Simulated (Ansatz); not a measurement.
# Ca on Cu(100): change of the work function, part 3 of 3

Aim: the work function of Cu(100) at several coverages of Ca (hollow site), and the dipole that each adsorbate carries.

Ansatz 0.2.0; plane-wave DFT, PBE, Ansatz PAW.

So far, work function, upper face (eV): step 2 (the clean slab) 4.57; step 3 (37 atoms, coverage 0.111 ML, cell 3x3) 2.51.

**4. Adsorbate added, k-mesh 6×6×1, coverage 0.25 ML**

System of this step: Ca/Cu(100). The cell holds 17 atoms: 16 Cu and 1 Ca. Cell: a = 5.105 Å, b = 5.105 Å, c = 26.027 Å, α = 90.0°, β = 90.0°, γ = 90.0°. Vacuum lies along c.

Another coverage, to see how the dipoles act on each other as their distance changes.

input.yaml

```yaml
crystal:
  lattice:
    - [5.1053109602, 0.0, 0.0]
    - [0.0, 5.1053109602, 0.0]
    - [0.0, 0.0, 26.0268191479]
  atoms:
    - { symbol: Cu, position: [0.25, 0.25, 0.3457971544] }
    - { symbol: Cu, position: [0.0, 0.0, 0.4151486949] }
    - { symbol: Cu, position: [0.25, 0.25, 0.4857039906] }
    - { symbol: Cu, position: [0.0, 0.0, 0.5539658675] }
    - { symbol: Cu, position: [0.25, 0.75, 0.3457971544] }
    - { symbol: Cu, position: [0.0, 0.5, 0.4151486949] }
    - { symbol: Cu, position: [0.25, 0.75, 0.4857039906] }
    - { symbol: Cu, position: [0.0, 0.5, 0.5539658675] }
    - { symbol: Cu, position: [0.75, 0.25, 0.3457971544] }
    - { symbol: Cu, position: [0.5, 0.0, 0.4151486949] }
    - { symbol: Cu, position: [0.75, 0.25, 0.4857039906] }
    - { symbol: Cu, position: [0.5, 0.0, 0.5539658675] }
    - { symbol: Cu, position: [0.75, 0.75, 0.3457971544] }
    - { symbol: Cu, position: [0.5, 0.5, 0.4151486949] }
    - { symbol: Cu, position: [0.75, 0.75, 0.4857039906] }
    - { symbol: Cu, position: [0.5, 0.5, 0.5539658675] }
    - { symbol: Ca, position: [0.25, 0.25, 0.6542028456] }
kpoints:
  mp_grid: { grid: [6, 6, 1] }
hamiltonian:
  xc: pbe
scf:
  occupations: { method: fermi_dirac, width: 0.1 }
  convergence: { dr2_threshold: 1.0e-08 }
efield:
  axis: 3
  dipole_correction: true
  ramp_position: 0.97
  ramp_width: 0.06
relax:
  f_tol: 0.02
  max_steps: 60
  constraints: [{ sites: [0, 1, 4, 5, 8, 9, 12, 13] }]
output:
  dos: { projected: true, e_range: [-8, 4] }
  write_potential: true
  write_density: true
  volumetric_format: npy
  elf: true
```

Command:

```bash
> ansatz run input.yaml --threads 4 --pin off --max-ram 16384MiB --backend cpu --events-out ev --progress --plain --runs-dir out
```

What it wrote:

```text
[...]
Crystal: 17 atoms, lattice volume = 678.368 Å³
Basis set: ecut = 420 eV, 13247 PW (Γ), exchange–correlation on 72×72×360 points (8 copies of the dense FFT grid, shifted against one another)
Bands: 189, of which v1, the nominal top of the filled ones, is band 157 counted from 1 (156 counted from 0)
Symmetry: 8 space group operations
[...]
k-points: 10 of 36
[...]
SCF iter   1: F=—  HF=-107815.319364 eV  |F-HF|=—  |Δ(HF+E_count)|=         —  Δρ=3.75e-3  dr2=2.63e0  ethr=1.77e-3  p=0.348 e·Å  D=9.28e-2 V/Å  ΔV_dip=-2.42 eV  dr2_dipole=1.44e0  V_vac-E_F(+/−)=2.17/4.58 eV  ⟨swp⟩=11.1  Hψ=9253  notcnv=0  defer=69
[...]
SCF iter  15: F=-107815.248767 eV  HF=-107815.248767 eV  |F-HF|=1.65e-8  |Δ(HF+E_count)|=   5.12e-8  Δρ=7.61e-7  dr2=4.23e-9  ethr=3.18e-12  p=0.254 e·Å  D=6.79e-2 V/Å  ΔV_dip=-1.77 eV  dr2_dipole=3.98e-10  V_vac-E_F(+/−)=2.76/4.52 eV  ⟨swp⟩=15.7  Hψ=15138  notcnv=0
SCF 1 converged in 15 iterations: F = -107815.248767 eV  dr2 = 4.23e-9
[...]
relax step   1: F+E_penalty+E_count = -107815.24876700 eV  Δ(F+E_penalty+E_count) = +0.000e0 eV  max|allowed force component| = 9.786e-1 eV/Å  Δτ_max = 0.0000 Å  (15 SCF iters, accepted)
[...]
SCF iter  13: F=-107815.406712 eV  HF=-107815.406712 eV  |F-HF|=8.95e-9  |Δ(HF+E_count)|=   3.45e-9  Δρ=6.48e-7  dr2=4.72e-9  ethr=3.18e-12  p=0.275 e·Å  D=7.35e-2 V/Å  ΔV_dip=-1.91 eV  dr2_dipole=9.77e-10  V_vac-E_F(+/−)=2.61/4.52 eV  ⟨swp⟩=13.4  Hψ=13239  notcnv=0
SCF 2 converged in 13 iterations: F = -107815.406712 eV  dr2 = 4.72e-9
relax step   2: F+E_penalty+E_count = -107815.40671207 eV  Δ(F+E_penalty+E_count) = -1.579e-1 eV  max|allowed force component| = 6.498e-1 eV/Å  Δτ_max = 0.1805 Å  (13 SCF iters, accepted)
SCF iter   1: F=—  HF=-107815.506863 eV  |F-HF|=—  |Δ(HF+E_count)|=         —  Δρ=2.88e-3  dr2=1.18e-1  ethr=3.17e-4  p=0.275 e·Å  D=7.35e-2 V/Å  ΔV_dip=-1.91 eV  dr2_dipole=1.83e-5  V_vac-E_F(+/−)=2.62/4.53 eV  ⟨swp⟩=7.5  Hψ=7330  notcnv=0  defer=103
[...]
SCF iter  13: F=-107815.483985 eV  HF=-107815.483985 eV  |F-HF|=1.35e-8  |Δ(HF+E_count)|=   2.83e-8  Δρ=4.13e-7  dr2=1.14e-9  ethr=3.18e-12  p=0.303 e·Å  D=8.09e-2 V/Å  ΔV_dip=-2.11 eV  dr2_dipole=1.86e-11  V_vac-E_F(+/−)=2.41/4.52 eV  ⟨swp⟩=13.3  Hψ=12764  notcnv=0
SCF 3 converged in 13 iterations: F = -107815.483985 eV  dr2 = 1.14e-9
[...]
relax step   3: F+E_penalty+E_count = -107815.48398509 eV  Δ(F+E_penalty+E_count) = -7.727e-2 eV  max|allowed force component| = 7.567e-2 eV/Å  Δτ_max = 0.1966 Å  (13 SCF iters, accepted)
[...]
relax step   4: F+E_penalty+E_count = -107815.48656313 eV  Δ(F+E_penalty+E_count) = -2.578e-3 eV  max|allowed force component| = 3.575e-2 eV/Å  Δτ_max = 0.0115 Å  (9 SCF iters, accepted)
SCF iter   1: F=—  HF=-107815.487056 eV  |F-HF|=—  |Δ(HF+E_count)|=         —  Δρ=3.51e-4  dr2=4.44e-4  ethr=1.88e-6  p=0.303 e·Å  D=8.07e-2 V/Å  ΔV_dip=-2.10 eV  dr2_dipole=1.56e-5  V_vac-E_F(+/−)=2.42/4.52 eV  ⟨swp⟩=2.8  Hψ=3846  notcnv=0  defer=114
[...]
SCF iter   8: F=-107815.486991 eV  HF=-107815.486991 eV  |F-HF|=1.18e-9  |Δ(HF+E_count)|=   7.64e-9  Δρ=1.03e-6  dr2=7.48e-9  ethr=3.18e-12  p=0.303 e·Å  D=8.08e-2 V/Å  ΔV_dip=-2.10 eV  dr2_dipole=6.98e-10  V_vac-E_F(+/−)=2.42/4.52 eV  ⟨swp⟩=12.6  Hψ=13533  notcnv=0
SCF 5 converged in 8 iterations: F = -107815.486991 eV  dr2 = 7.48e-9
relax step   5: F+E_penalty+E_count = -107815.48699066 eV  Δ(F+E_penalty+E_count) = -4.275e-4 eV  max|allowed force component| = 9.564e-3 eV/Å  Δτ_max = 0.0077 Å  (8 SCF iters, accepted)
[...]
SCF converged after 8 iterations
Free energy (F): -107815.486991 eV
[...]
Internal energy: -107815.256013 eV  (E = F + TS)
E sigma→0 (E₀):  -107815.371502 eV
Entropy (-TS):   -0.230978 eV (-13.587 meV/atom)
Fermi energy:    2.749982 eV
Dipole field:    D = 0.080789 V/Å  (p = 0.302871 e·Å, saw-weighted, corrected)
Work function:   Φ+ = 2.4160 eV   Φ− = 4.5187 eV
[...]
--- Forces (eV/Å), atoms counted from 1 ---
  atom   1  Cu     0.00000000     0.00000000     0.11643061
  atom   2  Cu     0.02171085     0.02171085    -0.11622214
  atom   3  Cu     0.00000000     0.00000000     0.00096421
  atom   4  Cu    -0.00152319    -0.00152319     0.00236492
  atom   5  Cu    -0.00000000     0.00000000     0.12124152
  atom   6  Cu     0.02171085    -0.02171085    -0.11622214
  atom   7  Cu     0.00000000     0.00000000    -0.00069183
  atom   8  Cu    -0.00152319     0.00152319     0.00236492
  atom   9  Cu     0.00000000     0.00000000     0.12124152
  atom  10  Cu    -0.02171085     0.02171085    -0.11622214
  atom  11  Cu    -0.00000000     0.00000000    -0.00069183
  atom  12  Cu     0.00152319    -0.00152319     0.00236492
  atom  13  Cu     0.00000000     0.00000000     0.10667851
  atom  14  Cu    -0.02171085    -0.02171085    -0.11622214
  atom  15  Cu     0.00000000     0.00000000    -0.00020241
  atom  16  Cu     0.00152319     0.00152319     0.00236492
  atom  17  Ca     0.00000000     0.00000000    -0.00956438
  max |Σ_I F_I| component: 2.30e-5 eV/Å
--- Band table (eV; the first three rows and the last of 10) ---
  k-point 0: bands = [... 153 lower, 2.2953, 2.2995, 2.2995, 2.5077, 2.5164, 2.7173, 2.7173, 2.7712, ... 28 higher]
  k-point 1: bands = [... 153 lower, 1.6899, 2.5416, 2.5754, 2.6321, 2.6481, 2.9690, 2.9795, 3.8990, ... 28 higher]
  k-point 2: bands = [... 153 lower, 1.9611, 2.2904, 2.9219, 2.9289, 3.3150, 3.4364, 3.6944, 3.9433, ... 28 higher]
  k-point 9: bands = [... 153 lower, 1.4692, 1.4851, 1.4902, 2.6945, 2.7164, 2.7164, 2.7356, 4.1842, ... 28 higher]
--- Relaxed structure (5 steps of the walk, 5 accepted, 0 SCFs on fresh bases) ---
  F+E_penalty+E_count = -107815.48699066 eV   max|allowed force component| = 9.564e-3 eV/Å
  atoms:
    - { symbol: Cu, position: [0.25, 0.25, 0.345797] }
    - { symbol: Cu, position: [0.0, 0.0, 0.4151486949] }
    - { symbol: Cu, position: [0.25, 0.25, 0.485857] }
    - { symbol: Cu, position: [-0.00282982, -0.00282982, 0.554975] }
    - { symbol: Cu, position: [0.25, 0.75, 0.345797] }
    - { symbol: Cu, position: [0.0, 0.5, 0.4151486949] }
    - { symbol: Cu, position: [0.25, 0.75, 0.485535] }
    - { symbol: Cu, position: [-0.00282982, 0.502830, 0.554975] }
    - { symbol: Cu, position: [0.75, 0.25, 0.345797] }
    - { symbol: Cu, position: [0.5, 0.0, 0.4151486949] }
    - { symbol: Cu, position: [0.75, 0.25, 0.485535] }
    - { symbol: Cu, position: [0.502830, -0.00282982, 0.554975] }
    - { symbol: Cu, position: [0.75, 0.75, 0.345797] }
    - { symbol: Cu, position: [0.5, 0.5, 0.4151486949] }
    - { symbol: Cu, position: [0.75, 0.75, 0.484806] }
    - { symbol: Cu, position: [0.502830, 0.502830, 0.554975] }
    - { symbol: Ca, position: [0.25, 0.25, 0.639667] }
```

It took 4.3 min on 4 threads of Arm Neoverse V1, shared host; peak memory 3.3 GiB; 17 min of CPU time.

Relaxation path:

| step | energy less that of the first step (eV) | largest force component (eV/Å) |
| --- | --- | --- |
| 1 | 0.0000 | 0.9786 |
| 2 | -0.1579 | 0.6498 |
| 3 | -0.2352 | 0.0757 |
| 4 | -0.2378 | 0.0357 |
| 5 | -0.2382 | 0.0096 |

Forces are held to the 8 operations that the program found; a distortion that breaks them can't arise in this run.

The atoms that moved most (Å):

| atom | dx | dy | dz | length |
| --- | --- | --- | --- | --- |
| Ca17 | 0.000 | 0.000 | -0.378 | 0.378 |
| Cu16 | 0.014 | 0.014 | 0.026 | 0.033 |
| Cu12 | 0.014 | -0.014 | 0.026 | 0.033 |
| Cu8 | -0.014 | 0.014 | 0.026 | 0.033 |
| Cu4 | -0.014 | -0.014 | 0.026 | 0.033 |
| Cu15 | 0.000 | 0.000 | -0.023 | 0.023 |

The relaxed structure:

```
Cu Ca
1.0
     5.10531    0.00000    0.00000
     0.00000    5.10531    0.00000
     0.00000    0.00000   26.02682
Cu Ca
16 1
Direct
  0.25000 0.25000 0.34580
  0.00000 0.00000 0.41515
  0.25000 0.25000 0.48586
  0.99717 0.99717 0.55497
  0.25000 0.75000 0.34580
  0.00000 0.50000 0.41515
  0.25000 0.75000 0.48553
  0.99717 0.50283 0.55497
  0.75000 0.25000 0.34580
  0.50000 0.00000 0.41515
  0.75000 0.25000 0.48553
  0.50283 0.99717 0.55497
  0.75000 0.75000 0.34580
  0.50000 0.50000 0.41515
  0.75000 0.75000 0.48481
  0.50283 0.50283 0.55497
  0.25000 0.25000 0.63967
```

Numbers from this step:

```yaml
energy_at_zero_smearing: -107815.3715 eV
work_function_upper_face: 2.416 eV
work_function_lower_face: 4.519 eV
dipole_along_the_normal: 0.3029 e·Å
step_between_the_vacuum_levels: -2.103 eV
```

The density of states has structure finer than the step of the table below, so its rows give means over 0.25 eV. Peaks (eV: height): -2.890: 79.8, -2.770: 90.9, -2.530: 83.7, -2.200: 80.4, -1.860: 79.6, -1.710: 90.9, -1.530: 83.1.

The density of states by energy, zero at the Fermi level; means over each step:

| energy (eV) | density of states (states/eV a cell) |
| --- | --- |
| -7.75 | 1.12 |
| -7.50 | 1.19 |
| -7.25 | 1.46 |
| -7.00 | 2.59 |
| -6.75 | 2.89 |
| -6.50 | 2.00 |
| -6.25 | 2.52 |
| -6.00 | 2.99 |
| -5.75 | 3.88 |
| -5.50 | 3.56 |
| -5.25 | 5.22 |
| -5.00 | 7.13 |
| -4.75 | 12.1 |
| -4.50 | 18.1 |
| -4.25 | 23.5 |
| -4.00 | 39.8 |
| -3.75 | 25.8 |
| -3.50 | 33.0 |
| -3.25 | 42.7 |
| -3.00 | 50.5 |
| -2.75 | 66.2 |
| -2.50 | 54.2 |
| -2.25 | 69.0 |
| -2.00 | 64.2 |
| -1.75 | 78.6 |
| -1.50 | 45.0 |
| -1.25 | 11.7 |
| -1.00 | 7.49 |
| -0.75 | 5.36 |
| -0.50 | 5.63 |
| -0.25 | 6.94 |
| 0.00 | 8.38 |
| 0.25 | 6.16 |
| 0.50 | 6.91 |
| 0.75 | 6.18 |
| 1.00 | 3.77 |
| 1.25 | 10.3 |
| 1.50 | 9.71 |
| 1.75 | 11.7 |

Projected DOS per atom over height of the atomic layer and energy from the Fermi level. Layers: Cu4 Cu4 Cu4 Cu4 Ca from below.

Ten even steps from '0' (0.00 states/eV) to '9' (5.66 states/eV), each cell a mean:
```
00000
00000
00000
00001
00000
00000
00000
53320
96770
85580
55670
35450
23330
14420
02210
00100
00000
00000
00000
00000
00000
00000
```
Columns: height of the atomic layer (Å) from 9 to 16.6 (not evenly spaced); rows upwards: energy from the Fermi level (eV) from -7.96 to 1.95.

ELF in the ca plane at fractional y = 0.250, with atoms of Cu and Ca within 0.2 Å of it. It is the smooth field of the valence electrons, not physical close to the nuclei.

Ten even steps from '0' (0.00) to '9' (0.85), each cell a mean:
```
12222223222322222332234310001244321000000000
11122222222222222232233332222333211000000000
11237622222224752223223333333332110000000000
11249722222224972123222333333332110000000000
11124322222222432232233333223333210000000000
11122222222322222232233321112344321000000000
12222233222332223322333200000135432100000000
12222223222322222332332124420025653210000000
11122222222222222233331389972014664210000000
11237622222223752123321699994014665310000000
11249722222224972123321699995114665310000000
11124322222222432223321499983014664310000000
11122222222322222232332157741025654210000000
12222233222332223322333101100135542100000000
```
Columns run along c (16.0 Å, from fractional 0.29 to 0.90 of the cell), rows up along a (5.1 Å). Atoms in or near the plane, at fractional coordinates: Cu at (0.35, 0.25), Cu at (0.49, 0.25), Cu at (0.35, 0.75), Cu at (0.49, 0.75), Ca at (0.64, 0.25).

Valence density in the ca plane at fractional y = 0.250, with atoms of Cu and Ca within 0.2 Å of it. It is the smooth field of the valence electrons, not physical close to the nuclei.

Values in e/Å³, 8 rows by 16 columns, each cell a mean:
```
 0  1  0  0  0  1  0  0  0  0  0  0  0  0  0  0
 0 19  4  0  2 20  0  0  0  0  0  0  0  0  0  0
 0 11  2  0  1 12  0  0  0  0  0  0  0  0  0  0
 0  0  0  0  0  0  0  0  0  0  0  0  0  0  0  0
 0  1  0  0  0  1  0  0  0  1  0  0  0  0  0  0
 0 19  4  0  2 20  0  0  1  5  0  0  0  0  0  0
 0 11  2  0  1 12  0  0  1  3  0  0  0  0  0  0
 0  0  0  0  0  0  0  0  0  0  0  0  0  0  0  0
```
Columns run along c (16.0 Å, from fractional 0.29 to 0.90 of the cell), rows up along a (5.1 Å). Atoms in or near the plane, at fractional coordinates: Cu at (0.35, 0.25), Cu at (0.49, 0.25), Cu at (0.35, 0.75), Cu at (0.49, 0.75), Ca at (0.64, 0.25).

Electrostatic potential energy in the ca plane at fractional y = 0.250, with atoms of Cu and Ca within 0.2 Å of it. With pseudopotentials it is smooth inside the atoms' cores, unlike the true potential.

Ten even steps from '0' (-51 eV) to '9' (6 eV), each cell a mean:
```
99988899999998889999999999999999999999999999
99853479999985347999999999999999999999999999
99620048999961004899999999999999999999999999
99610038999961003899999999999999999999999999
99731158999973125999999999999999999999999999
99976689999997678999999999999999999999999999
99999999999999999999999998899999999999999999
99988899999998889999999887788999999999999999
99853479999985347999999742368999999999999999
99620048999971004899998510037899999999999999
99610038999961003899998500037899999999999999
99731158999973125999998620157899999999999999
99976689999997678999999865678999999999999999
99999999999999999999999988889999999999999999
```
Columns run along c (16.0 Å, from fractional 0.29 to 0.90 of the cell; values clipped at the 3rd and 97th percentile), rows up along a (5.1 Å). Atoms in or near the plane, at fractional coordinates: Cu at (0.35, 0.25), Cu at (0.49, 0.25), Cu at (0.35, 0.75), Cu at (0.49, 0.75), Ca at (0.64, 0.25).

The relaxation took 5 steps and lowered the energy by 0.24 eV; the largest force on the free atoms ends at 0.0096 eV/Å.

By hand: a sheet of dipoles makes a step −p/(ε₀A) in the electron's potential. With e/ε₀ = 180.95 V·Å, p = 0.3029 e·Å and A = 26.06 Å², that is −180.95 × (0.3029) / 26.06 = -2.103 eV, and the two vacuum levels of the run differ by -2.103 eV.

The covered face has 2.42 eV, -2.15 eV against the clean one; the bare back face has moved by -0.06 eV, a measure of how thin the slab is.

**5. The covered slab, k-mesh 6×6×1, coverage 0.5 ML**

System of this step: Ca/Cu(100). The cell holds 18 atoms: 16 Cu and 2 Ca. Cell: a = 5.105 Å, b = 5.105 Å, c = 26.027 Å, α = 90.0°, β = 90.0°, γ = 90.0°. Vacuum lies along c.

Another coverage, to see how the dipoles act on each other as their distance changes.

input.yaml: that of step 4 with these lines changed.

```diff
@@ -23,2 +23,3 @@
     - { symbol: Ca, position: [0.25, 0.25, 0.6542028456] }
+    - { symbol: Ca, position: [0.75, 0.75, 0.6542028456] }
 kpoints:
```

What it wrote:

```text
[...]
Crystal: 18 atoms, lattice volume = 678.368 Å³
Basis set: ecut = 420 eV, 13247 PW (Γ), exchange–correlation on 72×72×360 points (8 copies of the dense FFT grid, shifted against one another)
Bands: 195, of which v1, the nominal top of the filled ones, is band 162 counted from 1 (161 counted from 0)
Symmetry: 16 space group operations
[...]
- { symbol: Cu, position: [0.25, 0.75, 0.485474] }
    - { symbol: Cu, position: [0, 0.5, 0.555583] }
[...]
- { symbol: Cu, position: [0.75, 0.75, 0.345797] }
    - { symbol: Cu, position: [0.5, 0.5, 0.4151486949] }
    - { symbol: Cu, position: [0.75, 0.75, 0.485285] }
    - { symbol: Cu, position: [0.5, 0.5, 0.555583] }
    - { symbol: Ca, position: [0.25, 0.25, 0.646123] }
    - { symbol: Ca, position: [0.75, 0.75, 0.646123] }
[key lines of the parts left out:]
SCF converged after 11 iterations
Free energy (F): -109632.969352 eV
Fermi energy:    2.965278 eV
Dipole field:    D = 0.050414 V/Å  (p = 0.188997 e·Å, saw-weighted, corrected)
Work function:   Φ+ = 3.2721 eV   Φ− = 4.5843 eV
```

Elapsed: 4.6 min, on 4 threads; peak memory 3.3 GiB.

Relaxation path:

| step | energy less that of the first step (eV) | largest force component (eV/Å) |
| --- | --- | --- |
| 1 | 0.0000 | 0.5374 |
| 2 | -0.1297 | 0.2623 |
| 3 | -0.1500 | 0.1746 |
| 4 | -0.1653 | 0.0502 |
| 5 | -0.1664 | 0.0050 |

The run keeps the 16 symmetry operations that the program found, so distortions that break them were not tested.

The atoms that moved most (Å):

| atom | dx | dy | dz | length |
| --- | --- | --- | --- | --- |
| Ca18 | 0.000 | 0.000 | -0.210 | 0.210 |
| Ca17 | 0.000 | 0.000 | -0.210 | 0.210 |
| Cu4 | 0.000 | 0.000 | 0.042 | 0.042 |
| Cu8 | 0.000 | 0.000 | 0.042 | 0.042 |
| Cu16 | 0.000 | 0.000 | 0.042 | 0.042 |
| Cu12 | 0.000 | 0.000 | 0.042 | 0.042 |
| Cu3 | 0.000 | 0.000 | -0.011 | 0.011 |
| Cu15 | 0.000 | 0.000 | -0.011 | 0.011 |

The relaxed structure:

```cif
data_structure
_symmetry_space_group_name_H-M 'P 1'
_symmetry_Int_Tables_number 1
_cell_length_a 5.1053
_cell_length_b 5.1053
_cell_length_c 26.0268
_cell_angle_alpha 90.000
_cell_angle_beta 90.000
_cell_angle_gamma 90.000
_cell_volume 678.37
loop_
_atom_site_label
_atom_site_type_symbol
_atom_site_fract_x
_atom_site_fract_y
_atom_site_fract_z
_atom_site_occupancy
Cu1 Cu 0.25000 0.25000 0.34580 1
Cu2 Cu 0.00000 0.00000 0.41515 1
Cu3 Cu 0.25000 0.25000 0.48528 1
Cu4 Cu 0.00000 0.00000 0.55558 1
Cu5 Cu 0.25000 0.75000 0.34580 1
Cu6 Cu 0.00000 0.50000 0.41515 1
Cu7 Cu 0.25000 0.75000 0.48547 1
Cu8 Cu 0.00000 0.50000 0.55558 1
Cu9 Cu 0.75000 0.25000 0.34580 1
Cu10 Cu 0.50000 0.00000 0.41515 1
Cu11 Cu 0.75000 0.25000 0.48547 1
Cu12 Cu 0.50000 0.00000 0.55558 1
Cu13 Cu 0.75000 0.75000 0.34580 1
Cu14 Cu 0.50000 0.50000 0.41515 1
Cu15 Cu 0.75000 0.75000 0.48528 1
Cu16 Cu 0.50000 0.50000 0.55558 1
Ca17 Ca 0.25000 0.25000 0.64612 1
Ca18 Ca 0.75000 0.75000 0.64612 1
```

Running mean over 1.805 Å of the planar mean; the ramp of the sawtooth is left out. Electron's electrostatic potential energy less the Fermi level against z:

| z (Å) | electron's electrostatic potential energy less the Fermi level (eV) |
| --- | --- |
| 3.5 | 4.58 |
| 4.0 | 4.58 |
| 4.5 | 4.58 |
| 5.0 | 4.58 |
| 5.5 | 4.57 |
| 6.0 | 4.55 |
| 6.5 | 4.45 |
| 7.0 | 4.10 |
| 7.5 | 2.72 |
| 8.0 | -1.42 |
| 8.5 | -6.16 |
| 9.0 | -8.28 |
| 9.5 | -8.61 |
| 10.0 | -8.71 |
| 10.5 | -8.77 |
| 11.0 | -8.74 |
| 11.5 | -8.59 |
| 12.0 | -8.59 |
| 12.5 | -8.72 |
| 13.0 | -8.69 |
| 13.5 | -8.59 |
| 14.0 | -8.62 |
| 14.5 | -8.45 |
| 15.0 | -6.68 |
| 15.5 | -3.79 |
| 16.0 | -3.47 |
| 16.5 | -5.39 |
| 17.0 | -5.94 |
| 17.5 | -4.19 |
| 18.0 | -0.990 |
| 18.5 | 1.35 |
| 19.0 | 2.41 |
| 19.5 | 2.91 |
| 20.0 | 3.12 |
| 20.5 | 3.21 |
| 21.0 | 3.25 |
| 21.5 | 3.26 |
| 22.0 | 3.27 |
| 22.5 | 3.27 |

The relaxation took 5 steps and lowered the energy by 0.17 eV; the largest force on the free atoms ends at 0.0050 eV/Å.

The covered face has 3.27 eV, -1.30 eV against the clean one; the bare back face has moved by +0.00 eV, a measure of how thin the slab is.

**6. Work function against coverage**

This step: plane-wave DFT, PBE, Ansatz PAW; work function against coverage (Ansatz 0.2.0).

The runs are now put side by side.

This step gave:

```
work function of the clean face     : 4.571 eV
largest change of the work function : -2.155 eV
```

The work function of the covered face by coverage:

| coverage (adsorbates/nm²) | work function of the covered face (eV) |
| --- | --- |
| 0.00 | 4.57 |
| 1.71 | 2.51 |
| 3.84 | 2.42 |
| 7.67 | 3.27 |

The dipole per adsorbate comes from the change of the cell's dipole. Coverage, by row:

| coverage (1/nm²) | coverage (ML) | work function (eV) | change (eV) | dipole per adsorbate, positive end outwards (debye) | mean height of the added atoms over the highest substrate atom (Å) |
| --- | --- | --- | --- | --- | --- |
| 1.705 | 0.1111 | 2.506 | -2.064 | 3.143 | 2.144 |
| 3.837 | 0.25 | 2.416 | -2.155 | 1.447 | 2.204 |
| 7.673 | 0.5 | 3.272 | -1.299 | 0.45 | 2.356 |

**7. Outcome**

```json
{
 "work function of the clean face": "4.57 eV",
 "work function at 0.11 ML": "2.51 eV",
 "work function at 0.25 ML": "2.42 eV",
 "work function at 0.5 ML": "3.27 eV",
 "dipole per adsorbate at 0.11 ML, positive end outwards": "3.14 D"
}
```

What this shows: Ca lowers the work function of Cu(100) at the lowest coverage, by 2.06 eV: the adsorbate layer has its positive end outwards. The dipole per adsorbate falls from 3.14 to 0.45 D as the layer fills. Neighbouring dipoles depolarise each other, and heights and bonding change with coverage too. The work function passes a minimum near 0.25 ML among the coverages run and rises again. The slab has 4 layers, at the tabulated experimental lattice constant, one starting site was run, and quantum-size effects of a slab this thin can reach one or two tenths of an eV.

[Long decimals in the printed logs are rounded to 6 places.]

[Logs are printed without paths, hosts, clocks, repeated set-up lines and the standing remarks that a program may print on its own settings, such as how far it seeks lower states.]

[Hosts, paths, dates, database ids (printed as entryN), source tags and the programs' standing remarks are cut or masked in the printed files.]

[Maps of the electrostatic potential energy from Ansatz leave out the sawtooth potential of an applied field or a dipole correction, so their vacuum need not be flat; planar profiles and work functions include it.]

[The density of states shown here was stored with 400 of the rows of the run's finer table, so its peaks can read low, often by over a quarter, or be missed, and its means over a window can be off by a tenth or more.]
